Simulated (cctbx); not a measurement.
## A disordered crystal of nominal Zn6Pb

Cell a = 11.4860 Å, b = 4.6070 Å, c = 8.7890 Å, α = 90.00°, β = 90.00°, γ = 90.00°; space group Pnma (no. 62); nominal formula Zn6Pb.

Simulated single-crystal data (cctbx): Mo Kα, λ = 0.71073 Å, to d = 0.6 Å, 80 % of the full sphere, strongest reflection 5000 counts, noise from counting, a 6 % proportional error and a noise floor of 15 counts (s.d.); no absorption.

With every site full:

```text
Rint 0.217, 1238 unique reflections to 0.60 A
cycle     R1     wR2    GooF  max shift (A)
   1  0.1448  0.2396   1.906   0.00631
   2  0.0597  0.1174   0.934   0.00001
final R1 0.0597 wR2 0.1174 GooF 0.934  parameters 42  data/parameter 29.5
atom        x        y        z      Ueq    occ   su(xyz)  su(Uiso or U11)
Pb1    0.68083  0.75000  0.63001   0.0103  1.000  0.00011  0.0003
Zn1    0.96208  0.75000  0.63821   0.0192  1.000  0.00048  0.0014
Zn2    0.90195  0.75000  0.35676   0.0165  1.000  0.00041  0.0012
Zn3    0.86495  0.75000  0.88416   0.0157  1.000  0.00042  0.0012
Zn4    0.65642  0.75000  0.99007   0.0147  1.000  0.00038  0.0013
Zn5    0.68329  0.75000  0.26099   0.0162  1.000  0.00034  0.0010
Zn6    0.49072  0.75000  0.39492   0.0151  1.000  0.00036  0.0011
difference map: max 9.85 min -12.10 rms 2.20
Q1    0.0189  0.7500  0.4496    4   10.59  1.57 A from Zn2
Q2    0.2102  0.0745  0.8472    8    8.78  1.55 A from Pb1
Q3    0.0387  0.2500  0.7475    4    8.25  1.14 A from Zn2
Q4    0.1520  0.7500  0.7223    4    8.06  1.34 A from Pb1
Q5    0.2285  0.7500  0.8263    4    8.03  0.67 A from Pb1
Q6    0.0634  0.2500  0.4688    4    7.95  0.99 A from Zn1
```

With the occupancies of the suspect sites free, each still typed as its main element:

```text
Rint 0.217, 1238 unique reflections to 0.60 A
cycle     R1     wR2    GooF  max shift (A)
   1  0.0800  0.1494   1.189   0.00031
   7  0.0586  0.1158   0.921   0.00009
final R1 0.0586 wR2 0.1157 GooF 0.921  parameters 43  data/parameter 28.8
atom        x        y        z      Ueq    occ   su(xyz)  su(Uiso or U11)
Pb1    0.68084  0.75000  0.63001   0.0105  1.000  0.00011  0.0003
Zn1    0.96201  0.75000  0.63809   0.0195  1.000  0.00048  0.0014
Zn2    0.90200  0.75000  0.35682   0.0135  0.929  0.00040  0.0013
Zn3    0.86493  0.75000  0.88416   0.0158  1.000  0.00041  0.0012
Zn4    0.65641  0.75000  0.99014   0.0149  1.000  0.00037  0.0013
Zn5    0.68322  0.75000  0.26103   0.0164  1.000  0.00034  0.0010
Zn6    0.49064  0.75000  0.39488   0.0151  1.000  0.00035  0.0011
su of occupancy Zn2: 0.014
difference map: max 10.15 min -12.01 rms 2.19
Q1    0.0192  0.7500  0.4504    4   10.88  1.58 A from Zn2
Q2    0.2094  0.0752  0.8475    8    8.94  1.55 A from Pb1
Q3    0.2284  0.7500  0.8254    4    8.39  0.67 A from Pb1
Q4    0.0393  0.2500  0.7477    4    8.24  1.14 A from Zn2
Q5    0.1514  0.7500  0.7219    4    7.85  1.34 A from Pb1
Q6    0.0637  0.2500  0.4688    4    7.83  0.98 A from Zn1
```

**Question.** What is the disorder?

X-rays count electrons. Zn2 refines to 0.929(0.014), or 27.9 electrons; the site truly holds 0.9 Zn, 27.0 electrons, which is 0.900 of Zn. A value under 1 can't tell vacancies from a lighter guest, and one over 1 needs a heavier guest; chemistry or a second radiation must settle which. Occupancy correlates with U and the scale, so the match is approximate.

Freeing them takes R1 from 0.0597 to 0.0586 and GooF from 0.93 to 0.92.

The model was made for the exercise: a known structure type with other elements put in, its volume estimated, not relaxed; displacement parameters are assumed.

[Middle refinement cycles are left out of these outputs.]

[Logs are printed without paths, hosts, clocks, repeated set-up lines and the standing remarks that a program may print on its own settings, such as how far it seeks lower states.]
